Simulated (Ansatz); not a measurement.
## How many bands does the GW gap of Ba2ClF3 (P-3m1) need?

Aim: see how the G0W0 gap of Ba2ClF3 (P-3m1) on LDA moves with empty bands and screening cutoff, and what each rung costs.

Calculated with Ansatz 0.2.0; G0W0 on LDA, plane waves, PAW.

**1. The structure**

The structure is trigonal, space group P-3m1 (No. 164). Conventional cell: a = 4.498 Å, b = 4.498 Å, c = 7.501 Å, α = 90.00°, β = 90.00°, γ = 120.00°. Ba has 7 F at 2.61 to 3.00 Å and 3 Cl at 3.43 Å nearest. Nearest to Cl lie 6 Ba at 3.43 Å. Nearest to F lie 6 F at 2.87 Å and 6 Ba at 3.00 Å. Nearest to F lie 4 Ba at 2.61 to 2.74 Å. Farther neighbours and most contacts between anions are not listed.

The cell and positions are those that the Materials Project relaxed with its own functionals (PBE, PBE+U or r2SCAN), kept fixed. Spin-orbit coupling is left out unless a step names it. The default PAW set here is soft_2. Its files were made with PBE.

**2. 56 empty bands, screening to 33 eV**

Now the one-shot GW correction: screening in the RPA, then the self-energy of the levels asked for.

Input file input.yaml:

```yaml
crystal:
  lattice:
    - [4.4976579259, 0.0, 0.0]
    - [-2.248828963, 3.8950860214, 0.0]
    - [0.0, 0.0, 7.500756]
  atoms:
    - { symbol: Ba, position: [0.66666667, 0.33333333, 0.201239] }
    - { symbol: Ba, position: [0.33333333, 0.66666667, 0.798761] }
    - { symbol: Cl, position: [0.0, 0.0, 0.5] }
    - { symbol: F, position: [0.0, 0.0, 0.0] }
    - { symbol: F, position: [0.66666667, 0.33333333, 0.835733] }
    - { symbol: F, position: [0.33333333, 0.66666667, 0.164267] }
kpoints:
  mp_grid: { grid: [6, 6, 2] }
hamiltonian:
  xc: lda
scf:
  occupations: { method: fixed }
gw:
  n_empty_bands: 56
  ecut_chi: 33
  qp_bands: [v2, c2]
  qp_kpoints: band_edges
  screening: { model: contour_deformation }
```

Run with:

```console
$ ansatz run input.yaml --threads 8 --pin off --max-ram 18432MiB --backend cpu --events-out ev --progress --plain --runs-dir out
```

Numbers of over 12 decimals in the logs are rounded to 6 here.

The program printed:

```text
Engine: ansatz 0.2.0, aarch64-unknown-linux-gnu
Pseudopotentials: kind: paw
Pseudopotential: Ba, paw, valence charge 10, recommended cutoff 420 eV (normal), Ba.paw.azcp
Pseudopotential: Cl, paw, valence charge 7, recommended cutoff 420 eV (normal), Cl.paw.azcp
Pseudopotential: F, paw, valence charge 7, recommended cutoff 420 eV (normal), F.paw.azcp
Functional definition: SPW92
  exchange = slater_x
  correlation = pw_c
Crystal: 6 atoms, lattice volume = 131.404 Å³
Basis set: ecut = 420 eV, 2575 PW (Γ)
Bands: 30, of which v1, the nominal top of the filled ones, is band 24 counted from 1 (23 counted from 0)
Symmetry: 12 space group operations
Space group: P-3m1 (ITA 164), of the structure as read, at distance tolerance 5.1e-5 Å
k-points: 14 of 72
Non-local potential: Ba, projectors of the file, l = 0: 3, l = 1: 2, l = 2: 2, l = 3: 2
Non-local potential: Cl, projectors of the file, l = 0: 2, l = 1: 2, l = 2: 2
Non-local potential: F, projectors of the file, l = 0: 2, l = 1: 2, l = 2: 1
PAW form: soft (Blöchl's): semilocal exchange-correlation on the pseudo side does not see the compensation charge
PAW frozen core: Ba, regenerated for the run's functional, and the local potential with it (the file was generated under x = pbe(κ = 0.804, μ = 0.219515), c = pbe(β = 0.066725))
PAW frozen core: Cl, regenerated for the run's functional, and the local potential with it (the file was generated under x = pbe(κ = 0.804, μ = 0.219515), c = pbe(β = 0.066725))
PAW frozen core: F, regenerated for the run's functional, and the local potential with it (the file was generated under x = pbe(κ = 0.804, μ = 0.219515), c = pbe(β = 0.066725))
PAW one-centre angular grid: Ba, 194 points (default); XC on 64 Gauss nodes
PAW one-centre angular grid: Cl, 110 points (default); XC on 64 Gauss nodes
PAW one-centre angular grid: F, 110 points (default); XC on 64 Gauss nodes
Initial density: superposition of atomic densities (neutral atoms: chi_scale 0, normalization atom), corrected by the library's trained network
Initial wavefunctions: pseudopotential atomic-orbital guess
Functional: x = slater, c = lda
SCF iter   1: F=—  HF=-14997.468093 eV  |F-HF|=—  |Δ(HF+E_count)|=         —  Δρ=1.35e-2  dr2=1.85e-1  ethr=1.77e-3  ⟨swp⟩=4.9  Hψ=1799  notcnv=0  defer=40
preconditioner: auto → Resta (q_TF=auto, 2.307 Å⁻¹)  ε∞=3.5  [insulator: Δε(μ)=5.241 eV  Ē_g=13.712 eV  n_scr=22 (ndim 8)  ℏωp=21.5 eV  f_vac=0.049  ε∞_Penn≈3.5]
SCF iter   2: F=—  HF=-14997.418766 eV  |F-HF|=—  |Δ(HF+E_count)|=   4.93e-2  Δρ=4.60e-3  dr2=1.32e-2  ethr=3.85e-4  ⟨swp⟩=2.2  Hψ=880  notcnv=0  defer=53
SCF iter   3: F=—  HF=-14997.415596 eV  |F-HF|=—  |Δ(HF+E_count)|=   3.17e-3  Δρ=1.72e-3  dr2=3.13e-3  ethr=2.75e-5  ⟨swp⟩=2.5  Hψ=716  notcnv=0  defer=56
SCF iter   4: F=—  HF=-14997.414892 eV  |F-HF|=—  |Δ(HF+E_count)|=   7.04e-4  Δρ=5.49e-4  dr2=3.80e-4  ethr=6.52e-6  ⟨swp⟩=3.0  Hψ=606  notcnv=0  defer=56
SCF iter   5: F=—  HF=-14997.414818 eV  |F-HF|=—  |Δ(HF+E_count)|=   7.37e-5  Δρ=2.32e-4  dr2=4.86e-5  ethr=7.92e-7  ⟨swp⟩=2.0  Hψ=683  notcnv=0  defer=56
SCF iter   6: F=—  HF=-14997.414810 eV  |F-HF|=—  |Δ(HF+E_count)|=   8.63e-6  Δρ=5.07e-5  dr2=3.20e-6  ethr=1.01e-7  ⟨swp⟩=2.0  Hψ=705  notcnv=0  defer=31
SCF iter   7: F=—  HF=-14997.414810 eV  |F-HF|=—  |Δ(HF+E_count)|=   5.38e-7  Δρ=1.19e-5  dr2=1.59e-7  ethr=6.66e-9  ⟨swp⟩=2.5  Hψ=700  notcnv=0  defer=31
SCF iter   8: F=-14997.414810 eV  HF=-14997.414810 eV  |F-HF|=2.72e-9  |Δ(HF+E_count)|=   5.07e-9  Δρ=2.04e-6  dr2=6.07e-9  ethr=2.08e-10  ⟨swp⟩=10.6  Hψ=2189  notcnv=0
SCF 1 converged in 8 iterations: F = -14997.414810 eV  dr2 = 6.07e-9
  greatest PAW one-centre occupation: 0.955 electrons in one spin orbital (limit 2), on the Ba atom at site 1 (counted from 0), in its partial waves of l = 0
NSCF: frozen V_eff on 14 k-points
G₀W₀ screening: q 1/14
[... further progress lines ...]
SCF converged after 8 iterations
Free energy (F): -14997.414810 eV
Harris-Foulkes:  -14997.414810 eV  (|F-HF|=2.72e-9)
Internal energy: -14997.414810 eV  (E = F + TS)
E sigma→0 (E₀):  -14997.414810 eV
Fermi energy:    3.564318 eV
--- Per-component energies (eV) ---
  E_band       = -200.906096
  E_kinetic    = 1111.515150
  E_local      = -3046.029744  (includes V_loc(G=0)·N_el)
  E_nonlocal   = 376.411166
  E_hartree    = 1165.200340
  E_xc         = -674.992297
  E_vxc        = -697.735111  (∫ρ·V_xc dr)
  E_paw        = -11302.137006  (= ΣΔE_a)
  E_vpaw       = -275.470395  (= ΣTr[D̂ρ^β])
  E_aug_tail   = 0.006161  (compensation charges beyond the density's cutoff)
  E_ewald      = -2628.483858
  E_core_change = 1.095278  (= ΣΔE_core)
  E_smearing   = -0.000000  (= −TS)
  E_closure    = -0.000000  (closes the sum)
  Σ components = -14997.414810   (vs F -14997.414810, Δ=0.00e0)
--- Band table (eV; the first three rows and the last of 14) ---
  k-point 0: bands = [... 20 lower, 3.1359, 3.5385, 3.5385, 3.5643, 8.9765, 10.4580, 10.6377, 10.6377, ... 2 higher]
  k-point 1: bands = [... 20 lower, 3.2758, 3.2758, 3.4463, 3.4463, 9.7140, 11.0328, 11.3656, 11.4280, ... 2 higher]
  k-point 2: bands = [... 20 lower, 3.1019, 3.2308, 3.4817, 3.5100, 9.4524, 10.7647, 10.8340, 10.8586, ... 2 higher]
  k-point 13: bands = [... 20 lower, 3.1495, 3.1495, 3.2207, 3.2207, 10.8190, 11.2370, 11.2640, 11.2640, ... 2 higher]
--- G₀W₀: contour deformation, 5 samples at zero and on the imaginary axis and 1 off it, 72 q-points, 56 empty bands' worth ---
  eigenvalues of the whole cell's RPA ε∞ on this k-mesh (on a slab, of 1 + 4πα/V) = 2.6156, 2.6607, 2.6607; static W/v taken at q = 0 is 0.379325
  gw.qp_kpoints: band_edges: 14 of 14 stored k-points solved, in 1 pass; an edge of the gap read off the rows below is read off those points alone
    ik  band        ε_KS         Σx   Σc(E_QP)       V_xc       Z   E_QP_lin       E_QP  E_QP is
     0    23      3.5385   -24.6950     3.9314   -19.3456  0.7980     2.0948     2.1206  root
     0    24      3.5643   -25.0355     4.0570   -19.5320  0.7946     2.0901     2.1179  root
     0    25      8.9765    -5.0108    -3.0680    -9.6362  0.8651    10.5525    10.5338  root
     0    26     10.4580    -5.9812    -3.1946   -11.2153  0.8616    12.5321    12.4976  root
     1    23      3.4463   -21.0950     3.2522   -16.7111  0.8045     2.2994     2.3146  root
     1    24      3.4463   -21.0950     3.2522   -16.7111  0.8045     2.2994     2.3146  root
     1    25      9.7140    -5.2274    -3.0045    -9.7724  0.8604    11.2743    11.2545  root
     1    26     11.0328    -7.9075    -3.1468   -13.1426  0.8544    13.1594    13.1210  root
     2    23      3.4817   -24.5739     3.9371   -19.2116  0.7974     2.0302     2.0565  root
     2    24      3.5100   -24.8346     4.0432   -19.3476  0.7941     2.0384     2.0663  root
     2    25      9.4524    -5.3656    -3.0443   -10.0321  0.8616    11.0958    11.0745  root
     2    26     10.7647    -6.4352    -3.1932   -11.7055  0.8586    12.8796    12.8418  root
     3    23      3.3709   -24.9544     4.0723   -19.3962  0.7949     1.8555     1.8852  root
     3    24      3.4055   -21.8941     3.4306   -17.2458  0.8023     2.1697     2.1878  root
     3    25      9.9365    -5.7465    -3.0306   -10.4419  0.8580    11.6251    11.6012  root
     3    26     11.1009    -6.7272    -3.2202   -12.1339  0.8559    13.3316    13.2873  root
     4    23      3.3455   -23.5321     3.8037   -18.3485  0.7972     1.9407     1.9656  root
     4    24      3.3944   -24.8158     4.1135   -19.2220  0.7917     1.8838     1.9140  root
     4    25     10.0419    -5.5144    -3.0334   -10.3344  0.8594    11.8557    11.8284  root
     4    26     10.6587    -6.7301    -3.1909   -11.9895  0.8574    12.7651    12.7270  root
     5    23      3.2459   -24.4181     4.0303   -18.9299  0.7936     1.7592     1.7882  root
     5    24      3.2978   -21.9168     3.4825   -17.1781  0.8009     2.0219     2.0417  root
     5    25     10.2643    -6.2305    -3.0519   -11.1086  0.8563    12.1198    12.0904  root
     5    26     10.9398    -7.5326    -3.1399   -12.8260  0.8523    13.1372    13.0932  root
[...]
12    23      3.2171   -30.6559     5.4277   -23.2250  0.7767     1.1484     1.2139  root
    12    24      3.2955   -24.8955     4.1910   -19.1854  0.7897     1.7437     1.7765  root
    12    25     10.1530    -6.2969    -3.2029   -11.6363  0.8591    12.3288    12.2894  root
    12    26     10.7165    -6.4170    -3.1857   -11.8024  0.8603    12.9587    12.9162  root
    13    23      3.2207   -30.5108     5.3805   -23.1413  0.7776     1.1678     1.2317  root
    13    24      3.2207   -30.5108     5.3805   -23.1413  0.7776     1.1678     1.2317  root
    13    25     10.8190    -7.1400    -3.2523   -12.7128  0.8569    13.1891    13.1394  root
    13    26     11.2370    -6.8080    -3.2425   -12.2354  0.8546    13.4669    13.4217  root
```

Elapsed: 44 s, on 8 threads of Arm Neoverse N1, shared host; peak memory 0.56 GiB.

The column dr2 measures how far the density is from self-consistency, as an energy; F and HF (Harris–Foulkes) agree once it is small.

Numbers from this step:

* bands summed: 80
* RPA ε∞ on this mesh (eigenvalues): 2.616, 2.661, 2.661
* plane waves in the screening matrix: 55
* q-points in the mesh: 72
* G0W0 gap on the mesh: 8.219 eV
* k of the valence top: 0, 0, -0.5
* k of the conduction bottom: 0, 0, 0
* starting gap on the mesh: 5.412 eV
* Z at the valence top: 0.8045
* Z at the conduction bottom: 0.8651
* least direct G0W0 gap on the computed points: 8.413 eV

The gap on the mesh goes from 5.41 eV to 8.22 eV, a correction of +2.81 eV, though a band edge has moved to another state.

**3. 159 empty bands, screening to 66 eV**

Another rung: the empty bands reach about as high as the screening cutoff, so the two stay in balance.

Changes to input.yaml since step 2:

```diff
@@ -19,4 +19,4 @@
 gw:
-  n_empty_bands: 56
-  ecut_chi: 33
+  n_empty_bands: 159
+  ecut_chi: 66
   qp_bands: [v2, c2]
```

The program printed:

```text
[...]
Crystal: 6 atoms, lattice volume = 131.404 Å³
Basis set: ecut = 420 eV, 2575 PW (Γ)
Bands: 30, of which v1, the nominal top of the filled ones, is band 24 counted from 1 (23 counted from 0)
Symmetry: 12 space group operations
[...]
k-points: 14 of 72
[...]
SCF iter   1: F=—  HF=-14997.468093 eV  |F-HF|=—  |Δ(HF+E_count)|=         —  Δρ=1.35e-2  dr2=1.85e-1  ethr=1.77e-3  ⟨swp⟩=4.9  Hψ=1799  notcnv=0  defer=40
[...]
SCF iter   8: F=-14997.414810 eV  HF=-14997.414810 eV  |F-HF|=2.72e-9  |Δ(HF+E_count)|=   5.07e-9  Δρ=2.04e-6  dr2=6.07e-9  ethr=2.08e-10  ⟨swp⟩=10.6  Hψ=2189  notcnv=0
SCF 1 converged in 8 iterations: F = -14997.414810 eV  dr2 = 6.07e-9
[...]
NSCF: frozen V_eff on 14 k-points
G₀W₀ screening: q 1/14
[... further progress lines ...]
SCF converged after 8 iterations
Free energy (F): -14997.414810 eV
[...]
Internal energy: -14997.414810 eV  (E = F + TS)
E sigma→0 (E₀):  -14997.414810 eV
Fermi energy:    3.564318 eV
[...]
--- Band table (eV; the first three rows and the last of 14) ---
  k-point 0: bands = [... 20 lower, 3.1359, 3.5385, 3.5385, 3.5643, 8.9765, 10.4580, 10.6377, 10.6377, ... 2 higher]
  k-point 1: bands = [... 20 lower, 3.2758, 3.2758, 3.4463, 3.4463, 9.7140, 11.0328, 11.3656, 11.4280, ... 2 higher]
  k-point 2: bands = [... 20 lower, 3.1019, 3.2308, 3.4817, 3.5100, 9.4524, 10.7647, 10.8340, 10.8586, ... 2 higher]
  k-point 13: bands = [... 20 lower, 3.1495, 3.1495, 3.2207, 3.2207, 10.8190, 11.2370, 11.2640, 11.2640, ... 2 higher]
[...]
0    23      3.5385   -24.6950     3.9934   -19.3456  0.7867     2.1602     2.1826  root
     0    24      3.5643   -25.0355     4.1297   -19.5320  0.7841     2.1671     2.1906  root
     0    25      8.9765    -5.0108    -3.3537    -9.6362  0.8617    10.2598    10.2481  root
     0    26     10.4580    -5.9812    -3.6018   -11.2153  0.8569    12.1108    12.0903  root
     1    23      3.4463   -21.0950     3.0572   -16.7111  0.7953     2.0991     2.1196  root
     1    24      3.4463   -21.0950     3.0572   -16.7111  0.7953     2.0991     2.1196  root
     1    25      9.7140    -5.2274    -3.2636    -9.7724  0.8560    11.0083    10.9954  root
     1    26     11.0328    -7.9075    -3.4960   -13.1426  0.8474    12.7964    12.7718  root
[...]
13    23      3.2207   -30.5108     5.8622   -23.1413  0.7645     1.6804     1.7135  root
    13    24      3.2207   -30.5108     5.8622   -23.1413  0.7645     1.6804     1.7135  root
    13    25     10.8190    -7.1400    -3.7308   -12.7128  0.8506    12.6898    12.6610  root
    13    26     11.2370    -6.8080    -3.6884   -12.2354  0.8473    13.0026    12.9759  root
```

Elapsed: 97 s, on 8 threads; peak memory 1 GiB.

This step gave:

```yaml
bands_summed: 183
rpa_eps_infinity_on_this_mesh_eigenvalues: 2.627, 2.684, 2.684
plane_waves_in_the_screening_matrix: 147
q_points_in_the_mesh: 72
g0w0_gap_on_the_mesh: 8.057 eV
k_of_the_valence_top: 0, 0, 0
k_of_the_conduction_bottom: 0, 0, 0
starting_gap_on_the_mesh: 5.412 eV
z_at_the_valence_top: 0.7841
z_at_the_conduction_bottom: 0.8617
least_direct_g0w0_gap_on_the_computed_points: 8.057 eV
```

Against the run with 6×6×2 mesh, 56 empty bands, screening to 33 eV, the gap moves by −0.16 eV.

**4. 344 empty bands, screening to 110 eV**

Changes to input.yaml since step 3:

```diff
@@ -19,4 +19,4 @@
 gw:
-  n_empty_bands: 159
-  ecut_chi: 66
+  n_empty_bands: 344
+  ecut_chi: 110.0
   qp_bands: [v2, c2]
```

The program printed:

```text
[...]
Crystal: 6 atoms, lattice volume = 131.404 Å³
Basis set: ecut = 420 eV, 2575 PW (Γ)
Bands: 30, of which v1, the nominal top of the filled ones, is band 24 counted from 1 (23 counted from 0)
Symmetry: 12 space group operations
[...]
k-points: 14 of 72
[...]
1    26     11.0328    -7.9075    -3.6360   -13.1426  0.8450    12.6521    12.6318  root
[...]
13    23      3.2207   -30.5108     5.8524   -23.1413  0.7593     1.6704     1.7036  root
    13    24      3.2207   -30.5108     5.8524   -23.1413  0.7593     1.6704     1.7036  root
    13    25     10.8190    -7.1400    -3.9238   -12.7128  0.8485    12.4904    12.4680  root
    13    26     11.2370    -6.8080    -3.8656   -12.2354  0.8454    12.8197    12.7988  root
[key lines of the parts left out:]
SCF converged after 8 iterations
Free energy (F): -14997.414810 eV
Fermi energy:    3.564318 eV
```

Wall time 6.6 min (8 threads); peak memory 2.2 GiB; 23 min of CPU time.

Numbers from this step:

- bands summed: 368
- RPA ε∞ on this mesh (eigenvalues): 2.623, 2.679, 2.679
- plane waves in the screening matrix: 337
- G0W0 gap on the mesh: 8.110 eV
- k of the valence top: 0, 0, 0
- k of the conduction bottom: 0, 0, 0
- starting gap on the mesh: 5.412 eV
- least direct G0W0 gap on the computed points: 8.110 eV

Against the run with 6×6×2 mesh, 159 empty bands, screening to 66 eV, the gap moves by +0.05 eV.

**5. Changing the k mesh: 3×3×2 mesh, 159 empty bands, screening to 66 eV**

Only the mesh changes. It samples the long-range screening, which converges on its own terms. Bands and cutoff differ from the step before, so it is read against an earlier run that matches them.

Changes to input.yaml since step 4:

```diff
@@ -13,3 +13,3 @@
 kpoints:
-  mp_grid: { grid: [6, 6, 2] }
+  mp_grid: { grid: [3, 3, 2] }
 hamiltonian:
@@ -19,4 +19,4 @@
 gw:
-  n_empty_bands: 344
-  ecut_chi: 110.0
+  n_empty_bands: 159
+  ecut_chi: 66
   qp_bands: [v2, c2]
```

The program printed:

```text
[...]
Crystal: 6 atoms, lattice volume = 131.404 Å³
Basis set: ecut = 420 eV, 2575 PW (Γ)
Bands: 30, of which v1, the nominal top of the filled ones, is band 24 counted from 1 (23 counted from 0)
Symmetry: 12 space group operations
[...]
k-points: 6 of 18
[...]
1    26     11.0330    -7.8910    -3.5197   -13.1430  0.8461    12.7905    12.7654  root
[...]
5    23      3.2212   -30.5267     5.8785   -23.1376  0.7637     1.6771     1.7107  root
     5    24      3.2212   -30.5267     5.8785   -23.1376  0.7637     1.6771     1.7107  root
     5    25     10.8189    -7.1168    -3.7582   -12.7129  0.8492    12.6861    12.6567  root
     5    26     11.2373    -6.7936    -3.7101   -12.2358  0.8463    12.9962    12.9693  root
[key lines of the parts left out:]
SCF converged after 8 iterations
Free energy (F): -14997.413089 eV
Fermi energy:    3.565812 eV
```

Run time: 14 s. Hardware: 8 threads; peak memory 0.83 GiB.

Numbers from this step:

```
bands summed                                 : 183
RPA ε∞ on this mesh (eigenvalues)            : 2.629, 2.697, 2.697
plane waves in the screening matrix          : 147
G0W0 gap on the mesh                         : 8.059 eV
k of the valence top                         : 0, 0, 0
k of the conduction bottom                   : 0, 0, 0
starting gap on the mesh                     : 5.411 eV
least direct G0W0 gap on the computed points : 8.059 eV
```

Against the run with 6×6×2 mesh, 159 empty bands, screening to 66 eV, the gap moves by +0.001 eV.

[end of part 1 of 2]

[Paths, hosts, dates, memory and timing lines, banners, echoed tables and standing remarks are left out of the program output.]

[Logs are printed without paths, hosts, clocks, repeated set-up lines and the standing remarks that a program may print on its own settings, such as how far it seeks lower states.]

[Runs of the session that timed out or met a known fault of the program may be left out.]

[Cells called generated may have been cut or substituted from an entry of the Crystallography Open Database or the Materials Project.]

[Hosts, paths, dates, database ids (printed as entryN), source tags and the programs' standing remarks are cut or masked in the printed files.]
